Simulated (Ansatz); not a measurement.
# TaInS3 (model cell, started as cubic perovskite with Ta in the octahedra): following an unstable mode

Which phase does TaInS3 (model cell, started as cubic perovskite with Ta in the octahedra) fall into along its unstable mode, and how much energy does it gain?

Method: DFT PBE, scalar-relativistic, plane waves, PAW; PAW set soft_1, in Ansatz 0.2.0.

The structure was built from a prototype and need not be the compound's stable phase.

## Step 1: The structure

It takes space group Pm-3m (No. 221, cubic). Conventional cell: a = 4.858 Å, b = 4.858 Å, c = 4.858 Å, α = 90.00°, β = 90.00°, γ = 90.00°. Nearest to In lie 12 S at 3.43 Å. Nearest to Ta lie 6 S at 2.43 Å. Nearest to S lie 2 Ta at 2.43 Å. Farther neighbours and most contacts between anions are not listed.

## Step 2: The dispersion

The cell comes from relaxations at this level that are not shown. Stability and thermal properties need the whole zone. Linear response on a 2×2×2 q mesh gives force constants as far as a supercell of that size would.

The input, input.yaml:

```yaml
crystal:
  lattice:
    - [4.8575955774, 0.0, 0.0]
    - [0.0, 4.8575955774, 0.0]
    - [0.0, 0.0, 4.8575955774]
  atoms:
    - { symbol: In, position: [0.0, 0.0, 0.0] }
    - { symbol: Ta, position: [0.5, 0.5, 0.5] }
    - { symbol: S, position: [0.5, 0.5, 0.0] }
    - { symbol: S, position: [0.5, 0.0, 0.5] }
    - { symbol: S, position: [0.0, 0.5, 0.5] }
kpoints:
  mp_grid: { grid: [8, 8, 8] }
hamiltonian:
  xc: pbe
  pseudopotentials: { kind: paw, azcp: { folder: soft_1 } }
scf:
  occupations: { method: methfessel_paxton, width: 0.2 }
output:
  eigenvalues: true
phonons:
  method: dfpt
  qmesh: [2, 2, 2]
  temperatures: { t_max: 1000, t_step: 50 }
  qpath:
    path:
      - [[0.0, 0.0, 0.0], [0.0, 0.5, 0.0], [0.5, 0.5, 0.0], [0.0, 0.0, 0.0], [0.5, 0.5, 0.5], [0.0, 0.5, 0.0]]
      - [[0.5, 0.5, 0.5], [0.5, 0.5, 0.0]]
    npoints: 10
```

Command:

```bash
$ ansatz run input.yaml --threads 4 --pin off --max-ram 16384MiB --backend cpu --events-out ev --progress --plain --runs-dir out
```

Numbers of over 12 decimals in the logs are rounded to 6 here.

The program printed:

```text
Engine: ansatz 0.2.0, aarch64-unknown-linux-gnu
Pseudopotentials: kind: paw
Pseudopotential: In, paw, valence charge 13, recommended cutoff 420 eV (normal), soft_1/In.paw.azcp
Pseudopotential: Ta, paw, valence charge 13, recommended cutoff 420 eV (normal), soft_1/Ta.paw.azcp
Pseudopotential: S, paw, valence charge 6, recommended cutoff 420 eV (normal), soft_1/S.paw.azcp
Functional definition: PBE
  parameter kappa = 0.804
  parameter beta = 0.066725
  exchange = pbe_x(kappa = kappa, mu = beta*pi^2/3)
  correlation = pbe_c(beta = beta)
Crystal: 5 atoms, lattice volume = 114.621 Å³
Basis set: ecut = 420 eV, 2205 PW (Γ), exchange–correlation on 72×72×72 points (8 copies of the dense FFT grid, shifted against one another)
Bands: 27, of which v1, the nominal top of the filled ones, is band 22 counted from 1 (21 counted from 0)
Symmetry: 48 space group operations
k-points: 35 of 512
Non-local potential: In, projectors of the file, l = 0: 2, l = 1: 2, l = 2: 2, l = 3: 1
Non-local potential: Ta, projectors of the file, l = 0: 3, l = 1: 2, l = 2: 2, l = 3: 1
Non-local potential: S, projectors of the file, l = 0: 2, l = 1: 2, l = 2: 1
PAW form: soft (Blöchl's): semilocal exchange-correlation on the pseudo side does not see the compensation charge
PAW one-centre angular grid: In, 590 points (default); XC on 64 Gauss nodes
PAW one-centre angular grid: Ta, 590 points (default); XC on 64 Gauss nodes
PAW one-centre angular grid: S, 110 points (default); XC on 64 Gauss nodes
Initial density: superposition of atomic densities (chi_scale 0.1, normalization cell, long waves kept (reshape's long-wave potential 0.00 eV rms))
Initial wavefunctions: pseudopotential atomic-orbital guess
Functional: x = pbe(κ = 0.804, μ = 0.219515), c = pbe(β = 0.066725)
SCF iter   1: F=—  HF=-18240.417888 eV  |F-HF|=—  |Δ(HF+E_count)|=         —  Δρ=2.55e-2  dr2=6.60e-1  ethr=3.10e-3  ⟨swp⟩=6.5  Hψ=4403  notcnv=0
preconditioner: auto → Kerker (q_TF=auto, 2.326 Å⁻¹)  [metal: Δε(μ)=0.130 eV  Ē_g=9.854 eV  σ=0.200 eV  W_gap=0.48  n_scr=26 (ndim 8)  ℏωp=20.8 eV  f_vac=0.000  D(μ)=1.49/eV (n_scr^D=6)]
SCF iter   2: F=—  HF=-18240.300221 eV  |F-HF|=—  |Δ(HF+E_count)|=   1.18e-1  S|Δr|=    0.00e0  Δρ=1.55e-2  dr2=2.82e-1  ethr=1.50e-3  ⟨swp⟩=1.0  Hψ=1226  notcnv=0
SCF iter   3: F=—  HF=-18240.238601 eV  |F-HF|=—  |Δ(HF+E_count)|=   6.16e-2  S|Δr|=    0.00e0  Δρ=3.08e-3  dr2=1.99e-2  ethr=6.40e-4  ⟨swp⟩=2.5  Hψ=1418  notcnv=0
SCF iter   4: F=—  HF=-18240.237203 eV  |F-HF|=—  |Δ(HF+E_count)|=   1.40e-3  S|Δr|=    0.00e0  Δρ=1.26e-3  dr2=3.67e-3  ethr=4.52e-5  ⟨swp⟩=2.5  Hψ=1690  notcnv=0  defer=10
SCF iter   5: F=—  HF=-18240.237576 eV  |F-HF|=—  |Δ(HF+E_count)|=   3.73e-4  S|Δr|=    0.00e0  Δρ=3.93e-4  dr2=4.98e-4  ethr=8.33e-6  ⟨swp⟩=2.0  Hψ=1235  notcnv=0  defer=10
SCF iter   6: F=—  HF=-18240.237615 eV  |F-HF|=—  |Δ(HF+E_count)|=   3.88e-5  S|Δr|=    0.00e0  Δρ=9.44e-5  dr2=1.13e-5  ethr=1.13e-6  ⟨swp⟩=2.0  Hψ=1284  notcnv=0  defer=12
SCF iter   7: F=—  HF=-18240.237618 eV  |F-HF|=—  |Δ(HF+E_count)|=   3.34e-6  S|Δr|=    0.00e0  Δρ=2.21e-5  dr2=5.12e-7  ethr=2.57e-8  ⟨swp⟩=2.0  Hψ=1566  notcnv=0  defer=13
SCF iter   8: F=—  HF=-18240.237617 eV  |F-HF|=—  |Δ(HF+E_count)|=   1.34e-6  S|Δr|=    0.00e0  Δρ=4.63e-6  dr2=3.57e-8  ethr=1.16e-9  ⟨swp⟩=2.0  Hψ=1412  notcnv=0  defer=18
SCF iter   9: F=—  HF=-18240.237617 eV  |F-HF|=—  |Δ(HF+E_count)|=   1.51e-8  S|Δr|=    0.00e0  Δρ=8.37e-7  dr2=7.96e-10  ethr=8.12e-11  ⟨swp⟩=2.4  Hψ=1556  notcnv=0  defer=18
SCF iter  10: F=—  HF=-18240.237617 eV  |F-HF|=—  |Δ(HF+E_count)|=  4.37e-11  S|Δr|=    0.00e0  Δρ=1.01e-7  dr2=1.24e-11  ethr=1.81e-12  ⟨swp⟩=2.4  Hψ=1629  notcnv=0  defer=18
SCF iter  11: F=-18240.237617 eV  HF=-18240.237617 eV  |F-HF|=0.00e0  |Δ(HF+E_count)|=  1.09e-11  S|Δr|=    0.00e0  Δρ=3.11e-8  dr2=1.69e-12  ethr=1.00e-12  ⟨swp⟩=9.5  Hψ=4938  notcnv=0
SCF 1 converged in 11 iterations: F = -18240.237617 eV  dr2 = 1.69e-12
  greatest PAW one-centre occupation: 0.999 electrons in one spin orbital (limit 2), on the Ta atom at site 1 (counted from 0), in its partial waves of l = 0
Initial density: read from a saved state, or passed on in memory by an earlier SCF of this step, an earlier step, the calling program or the single point that the run made first
iter 1 solved again at ethr=1.81e-6 eV; its pass at ethr=3.10e-3 eV (dr2=7.98e-4 eV) is discarded
SCF iter   1: F=—  HF=-18240.237616 eV  |F-HF|=—  |Δ(HF+E_count)|=         —  Δρ=1.66e-6  dr2=1.96e-9  ethr=1.81e-6  ⟨swp⟩=3.1  Hψ=6972  notcnv=0
eigensolver tolerance schedule: the retry pair's looser diagonalisation over-reported the residual by 406257.66 of it (diagonalisation noise at an unbounded share of the residual, at the tolerance the schedule requests for it); recorded, not acted on — ethr = c·dr2/N_el stays at c = 1.0e-1
preconditioner: auto → Kerker (q_TF=auto, 2.326 Å⁻¹)  [metal: Δε(μ)=0.122 eV  Ē_g=9.751 eV  σ=0.200 eV  W_gap=0.48  n_scr=26 (ndim 8)  ℏωp=20.8 eV  f_vac=0.000  D(μ)=1.10/eV (n_scr^D=6)]
SCF iter   2: F=—  HF=-18240.237617 eV  |F-HF|=—  |Δ(HF+E_count)|=   1.10e-6  S|Δr|=    0.00e0  Δρ=7.41e-7  dr2=3.72e-10  ethr=4.46e-12  ⟨swp⟩=5.1  Hψ=3174  notcnv=0
SCF iter   3: F=—  HF=-18240.237617 eV  |F-HF|=—  |Δ(HF+E_count)|=  5.46e-11  S|Δr|=    0.00e0  Δρ=5.08e-7  dr2=1.77e-10  ethr=1.00e-12  ⟨swp⟩=1.1  Hψ=951  notcnv=0
SCF iter   4: F=—  HF=-18240.237617 eV  |F-HF|=—  |Δ(HF+E_count)|=  2.91e-11  S|Δr|=    0.00e0  Δρ=2.80e-7  dr2=5.58e-11  ethr=1.00e-12  ⟨swp⟩=1.0  Hψ=945  notcnv=0
SCF iter   5: F=—  HF=-18240.237617 eV  |F-HF|=—  |Δ(HF+E_count)|=  1.09e-11  S|Δr|=    0.00e0  Δρ=1.67e-7  dr2=2.02e-11  ethr=1.00e-12  ⟨swp⟩=1.0  Hψ=945  notcnv=0
SCF iter   6: F=-18240.237617 eV  HF=-18240.237617 eV  |F-HF|=0.00e0  |Δ(HF+E_count)|=    0.00e0  S|Δr|=    0.00e0  Δρ=9.61e-8  dr2=6.67e-12  ethr=1.00e-12  ⟨swp⟩=2.4  Hψ=2024  notcnv=0
SCF 2 converged in 6 iterations: F = -18240.237617 eV  dr2 = 6.67e-12
phonons: the bands overlap, so this run is a metal and interpolates without the dipole-dipole term. If the crystal is really an insulator or semiconductor, its LO-TO splitting is missing
NSCF: frozen V_eff on 35 k-points
NSCF: frozen V_eff on 125 k-points
DFPT response loops at q = (0, 0, 0) (fractional): preconditioner auto → Kerker (q_TF=auto, 2.326 Å⁻¹) (partly filled bands, converged f_vac=0.000); β = 1.00, the filter's whole step (`scf.mixing.beta` (0.50) is not read by the response loops under this deck's `scf.mixing.preconditioner`; to damp them name `kerker` or `kerker_dos`, under which they read `scf.mixing.beta`, and type it under 1.00, their step now; both keys bind the ground state too); Broyden in place of MSR1
NSCF: frozen V_eff on 250 k-points
DFPT response loops at q = (0, 0, -0.5) (fractional): mixed as the last ones told, above
NSCF: frozen V_eff on 250 k-points
DFPT response loops at q = (0, -0.5, -0.5) (fractional): mixed as the last ones told, above
NSCF: frozen V_eff on 250 k-points
DFPT response loops at q = (-0.5, -0.5, -0.5) (fractional): mixed as the last ones told, above
SCF converged after 11 iterations
Stability not checked: this state was not tested for a lower state beside it, because cold or Methfessel-Paxton smearing, or corrected tetrahedra, fill the levels in a way that the test cannot read (fill_not_monotonic; see scf.lower_state_search)
Free energy (F): -18240.237617 eV
Harris-Foulkes:  -18240.237617 eV  (|F-HF|=0.00e0)
Internal energy: -18240.245717 eV  (E = F + TS)
E sigma→0 (E₀):  -18240.239642 eV
Entropy (-TS):   0.008100 eV (1.620 meV/atom)
Fermi energy:    7.700512 eV
Step filling:    the computed levels leave a gap of 0.0011 eV = 0.0 smearing widths at the electron count; against every level under it full and every level over it empty, smearing changes F+E_penalty+E_count by +3.425 meV and its σ→0 estimate by +1.400 meV
--- Per-component energies (eV) ---
  E_band       = -279.114771
  E_kinetic    = 918.702680
  E_local      = -2512.121199  (includes V_loc(G=0)·N_el)
  E_nonlocal   = 419.220120
  E_hartree    = 931.852018
  E_xc         = -730.493346
  E_vxc        = -569.833372  (∫ρ·V_xc dr)
  E_paw        = -14332.945052  (= ΣΔE_a)
  E_vpaw       = -398.787302  (= ΣTr[D̂ρ^β])
  E_aug_tail   = 0.000238  (compensation charges beyond the density's cutoff)
  E_ewald      = -2934.461176
  E_smearing   = 0.008100  (= −TS)
  E_closure    = 0.000000  (closes the sum)
  Σ components = -18240.237617   (vs F -18240.237617, Δ=0.00e0)
--- Band table (eV; the first three rows and the last of 35) ---
  k-point 0: bands = [... 18 lower, 6.4344, 6.8434, 6.8434, 6.8434, 7.2211, 7.2211, 7.2211, 9.6216, ... 1 higher]
  k-point 1: bands = [... 18 lower, 6.3686, 6.5296, 6.7309, 6.7309, 7.2278, 7.9000, 7.9000, 9.6273, ... 1 higher]
  k-point 2: bands = [... 18 lower, 6.2192, 6.7618, 6.7618, 6.7830, 7.2443, 8.8268, 8.8268, 9.6392, ... 1 higher]
  k-point 34: bands = [... 18 lower, 4.5948, 7.7476, 7.7476, 7.7476, 10.0769, 10.0769, 10.0769, 13.8194, ... 1 higher]
--- Phonons (Γ-DFPT): 4 representative perturbations + reference (Σ response iterations 12) ---
  ASR residual: 1.073e-5 → 0.000e0 eV/Å²; symmetrization residual: 6.877e-6 eV/Å²
  ASR residual per site (eV/Å²): 9.95e-6 7.25e-6 1.07e-5 1.07e-5 1.07e-5
  Γ frequencies (cm⁻¹): -42.99 -42.99 -42.99 0.00 0.00 0.00 26.25 26.25 26.25 112.39 112.39 112.39 301.72 301.72 301.72
--- Phonons (arbitrary-q DFPT): 4 irreducible q on the 2×2×2 mesh ---
  q = [0.0000, 0.0000, 0.0000] (star 1, of the zone-centre solve; hermiticity 1.62e-6, symmetrization 6.37e-13): -42.99 -42.99 -42.99 -0.00 -0.00 0.00 26.25 26.25 26.25 112.39 112.39 112.39 301.72 301.72 301.72
  q = [0.0000, 0.0000, -0.5000] (star 3, 9 solved perturbations in 975 linear systems a pass and spin channel, the states on 125 of 512 k-point pairs; hermiticity 9.03e-7, symmetrization 8.39e-14): -19.78 -19.78 18.98 18.98 42.36 72.37 72.37 123.49 136.04 136.04 136.26 180.40 286.49 286.49 417.15
  q = [0.0000, -0.5000, -0.5000] (star 3, 9 solved perturbations in 975 linear systems a pass and spin channel, the states on 125 of 512 k-point pairs; hermiticity 1.78e-6, symmetrization 8.21e-14): -92.34 -26.64 14.56 14.56 25.77 125.33 125.33 127.77 127.77 168.36 168.36 185.39 201.93 271.55 451.00
  q = [-0.5000, -0.5000, -0.5000] (star 1, 4 solved perturbations in 350 linear systems a pass and spin channel, the states on 125 of 512 k-point pairs; hermiticity 7.73e-7, symmetrization 1.68e-12): -101.39 -101.39 -95.20 -95.20 -95.20 23.27 23.27 23.27 156.97 156.97 156.97 190.68 190.68 190.68 477.07
  sum rule: each row above includes the acoustic sum rule's correction from the zone centre's row sums; it moved no ω² by more than (0.30 cm⁻¹)²
  mesh force constants: q→R imaginary residual 6.56e-18; ASR residual 1.073e-5 → 0.000e0 eV/Å²; symmetrization residual 8.882e-15 eV/Å²
  interpolated dispersion: 62 rows × 15 modes
  density of states and harmonic sums: on the 14×14×14 q-mesh, interpolated from the force constants of a 2×2×2 supercell (no non-analytic term)
  largest difference from the sums on the solved wave vectors: F 3.51e-1 eV, S 4.73e-4 and C_V 1.23e-4 eV/K
  zero-point energy: 0.117166 eV/cell   skipped modes (ω ≤ 0): 199, of them read as no rigid motion or as one in doubt: 196 (1.455e0 modes/cell left out, lowest -101.39 cm⁻¹)   left out of the sums: 9.71e-2 of the cell's modes: C_V's classical limit lies that fraction below 3 k_B per atom; for a crystal, a wire or a layer, F and S can be off by more, and a phonons.interpolated_qmesh denser along its periods is the remedy for the sampling
```

Elapsed: 3.8 min, on 4 threads of Arm Neoverse V1, shared host; peak memory 1.2 GiB; 15 min of CPU time.

This step gave:

* volume per atom: 22.92 Å³
* gap on the k-mesh: 0 eV
* sum-rule residual before enforcement: 1.07e-5 eV/Å²
* lowest frequency on the path: -101.4 cm⁻¹
* point group: m-3m
* highest frequency on the path or at a solved wavevector: 477.1 cm⁻¹
* highest optical mode at the zone centre (no LO-TO term): 301.7 cm⁻¹
* lowest optical zone-centre mode: -42.99 cm⁻¹
* lowest mode on the q mesh (acoustic modes at Γ apart): -101.4 cm⁻¹

Frequencies (cm⁻¹) solved at each irreducible wavevector; negative means imaginary. Frequencies by wavevector, by row:

```
q in reciprocal lattice units  star  mode 1  mode 2  mode 3  mode 4  mode 13  mode 14  mode 15
                        0 0 0     1     -43     -43     -43       0    301.7    301.7    301.7
                     0 0 -0.5     3   -19.8   -19.8      19      19    286.5    286.5    417.1
                  0 -0.5 -0.5     3   -92.3   -26.6    14.6    14.6    201.9    271.6      451
               -0.5 -0.5 -0.5     1  -101.4  -101.4   -95.2   -95.2    190.7    190.7    477.1
```

Interpolated from a 2×2×2 q mesh. Phonon branches along the path, in cm⁻¹:

```
    point  branch 1  branch 2  branch 3  branch 4  branch 12  branch 13  branch 14  branch 15
        Γ       -43       -43       -43         0        112        302        302        302
  halfway       -23       -23        22        22        130        295        295        360
        X       -20       -20        19        19        180        286        286        417
  halfway       -23        15        18        20        192        247        280        432
        M       -92       -27        15        15        185        202        272        451
  halfway       -22        13        22        23        170        275        288        394
        Γ       -43       -43       -43         0        112        302        302        302
  halfway         4        15        15        30        168        250        250        425
        R      -101      -101       -95       -95        191        191        191        477
  halfway       -24        10        10        20        190        210        218        452
        X       -20       -20        19        19        180        286        286        417
jump to R      -101      -101       -95       -95        191        191        191        477
  halfway       -94       -25       -25        20        182        182        196        468
        M       -92       -27        15        15        185        202        272        451
```

Symmetry leaves 4 wavevectors to solve. The lowest mode among them, the acoustic zeros apart, lies at q = (-0.5, -0.5, -0.5) and is imaginary, 101.4i cm⁻¹, so the energy falls along it.

## Step 3: The mode frozen in, largest atomic shift 0 Å

The mode followed lies at q = (-0.5, -0.5, -0.5) with frequency 101.4i cm⁻¹ and is 2-fold degenerate, the softest among the wavevectors solved. At small amplitude the distorted cell has space group no. 139 by a symmetry search on the positions. The undistorted cell that holds it gives the zero of energy on the same k mesh.

System of this step: TaInS3 (model cell, started as cubic perovskite with Ta in the octahedra). The structure is cubic, space group Pm-3m (No. 221). The conventional cell has a = 4.858 Å, b = 4.858 Å, c = 4.858 Å, α = 90.00°, β = 90.00°, γ = 90.00°. In has 12 S at 3.43 Å nearest. Nearest to Ta lie 6 S at 2.43 Å. Nearest to S lie 2 Ta at 2.43 Å. Farther neighbours and most contacts between anions are not listed.

input.yaml, the sections that differ from step 2:

```yaml
crystal:
  lattice:
    - [4.8575955774, 4.8575955774, 0.0]
    - [4.8575955774, 0.0, 4.8575955774]
    - [4.8575955774, 0.0, -4.8575955774]
  atoms:
    - { symbol: In, position: [0.0, 0.0, 1.0] }
    - { symbol: In, position: [0.0, 0.5, 0.5] }
    - { symbol: Ta, position: [0.5, 0.25, 0.75] }
    - { symbol: Ta, position: [0.5, 0.75, 0.25] }
    - { symbol: S, position: [0.5, 0.0, 1.0] }
    - { symbol: S, position: [0.5, 0.5, 0.5] }
    - { symbol: S, position: [0.0, 0.0, 0.5] }
    - { symbol: S, position: [0.0, 0.5, 0.0] }
    - { symbol: S, position: [0.5, 0.0, 0.5] }
    - { symbol: S, position: [0.5, 0.5, 0.0] }
output:
  forces: true
  stress: true
  eigenvalues: true
# kpoints, hamiltonian, scf: as in step 2
# phonons: removed
```

The program printed:

```text
[...]
Crystal: 10 atoms, lattice volume = 229.242 Å³
Basis set: ecut = 420 eV, 4477 PW (Γ), exchange–correlation on 96×96×96 points (8 copies of the dense FFT grid, shifted against one another)
Bands: 54, of which v1, the nominal top of the filled ones, is band 44 counted from 1 (43 counted from 0)
Symmetry: 96 space group operations
[...]
k-points: 29 of 512
[...]
k-point 0: bands = [... 40 lower, 6.8417, 7.2450, 7.2450, 7.2450, 7.7396, 7.7396, 7.7396, 9.6475, ... 6 higher]
  k-point 1: bands = [... 40 lower, 6.6796, 7.6309, 7.6309, 7.6326, 7.6326, 7.6393, 7.6751, 9.8986, ... 6 higher]
  k-point 2: bands = [... 40 lower, 6.5843, 7.3475, 7.3475, 7.5005, 8.1973, 8.1973, 8.2321, 9.5772, ... 6 higher]
  k-point 28: bands = [... 40 lower, 6.7749, 6.7749, 7.2837, 7.2837, 8.9086, 8.9086, 9.9940, 9.9940, ... 6 higher]
[key lines of the parts left out:]
SCF converged after 8 iterations
Free energy (F): -36480.459503 eV
Fermi energy:    7.667878 eV
P = ⅓ Tr σ = -0.0568 GPa (-0.568 kbar)
```

Run time: 5 s. Hardware: 4 threads; peak memory 0.76 GiB.

This step gave:

| Property | Result |
| --- | --- |
| pressure | -0.05682 GPa |
| energy from the undistorted cell | 0 meV/atom |

The run ends at a pressure of -0.06 GPa.

## Step 4: The mode frozen in, largest atomic shift 0.04 Å

The atoms are moved along the unstable eigenvector, the largest shift by 0.04 Å, with the cell fixed.

input.yaml, the sections that differ from step 3:

```yaml
crystal:
  lattice:
    - [4.8575955774, 4.8575955774, 0.0]
    - [4.8575955774, 0.0, 4.8575955774]
    - [4.8575955774, 0.0, -4.8575955774]
  atoms:
    - { symbol: In, position: [0.0, 0.0, 1.0] }
    - { symbol: In, position: [0.0, 0.5, 0.5] }
    - { symbol: Ta, position: [0.5, 0.25, 0.75] }
    - { symbol: Ta, position: [0.5, 0.75, 0.25] }
    - { symbol: S, position: [0.5, -0.0020586317, 1.0020586317] }
    - { symbol: S, position: [0.5, 0.5020586317, 0.4979413683] }
    - { symbol: S, position: [-0.0082345266, 0.0041172633, 0.5041172633] }
    - { symbol: S, position: [0.0082345266, 0.4958827367, -0.0041172633] }
    - { symbol: S, position: [0.5, -0.0020586317, 0.4979413683] }
    - { symbol: S, position: [0.5, 0.5020586317, 0.0020586317] }
# kpoints, hamiltonian, scf, output: as in step 3
```

The program printed:

```text
[...]
Crystal: 10 atoms, lattice volume = 229.242 Å³
Basis set: ecut = 420 eV, 4477 PW (Γ), exchange–correlation on 96×96×96 points (8 copies of the dense FFT grid, shifted against one another)
Bands: 54, of which v1, the nominal top of the filled ones, is band 44 counted from 1 (43 counted from 0)
Symmetry: 16 space group operations
[...]
k-points: 59 of 512
[...]
k-point 0: bands = [... 40 lower, 6.8440, 7.1987, 7.1987, 7.2493, 7.7431, 7.7870, 7.7870, 9.6430, ... 6 higher]
  k-point 1: bands = [... 40 lower, 6.6821, 7.4947, 7.5034, 7.6389, 7.6495, 7.7779, 7.7931, 9.8940, ... 6 higher]
  k-point 2: bands = [... 40 lower, 6.5822, 7.3292, 7.3427, 7.4884, 8.2054, 8.2216, 8.2494, 9.5805, ... 6 higher]
  k-point 58: bands = [... 40 lower, 6.8322, 6.8322, 7.3011, 7.7358, 7.8037, 9.6824, 9.8739, 9.9691, ... 6 higher]
[key lines of the parts left out:]
SCF converged after 9 iterations
Free energy (F): -36480.465039 eV
Fermi energy:    7.673006 eV
P = ⅓ Tr σ = 0.0373 GPa (0.373 kbar)
```

Elapsed: 10 s, on 4 threads; peak memory 0.93 GiB.

This step gave:

| Item | Value |
| --- | --- |
| pressure | 0.03730 GPa |
| energy from the undistorted cell | -0.917 meV/atom |

The energy, extrapolated to zero smearing, is -0.92 meV/atom against the undistorted cell.

The run ends at a pressure of 0.04 GPa, with forces up to 0.041 eV/Å.

(Part 1 of 3 ends here.)

[Logs are printed without paths, hosts, clocks, repeated set-up lines and the standing remarks that a program may print on its own settings, such as how far it seeks lower states.]

[Hosts, paths, dates, database ids (printed as entryN), source tags and the programs' standing remarks are cut or masked in the printed files.]
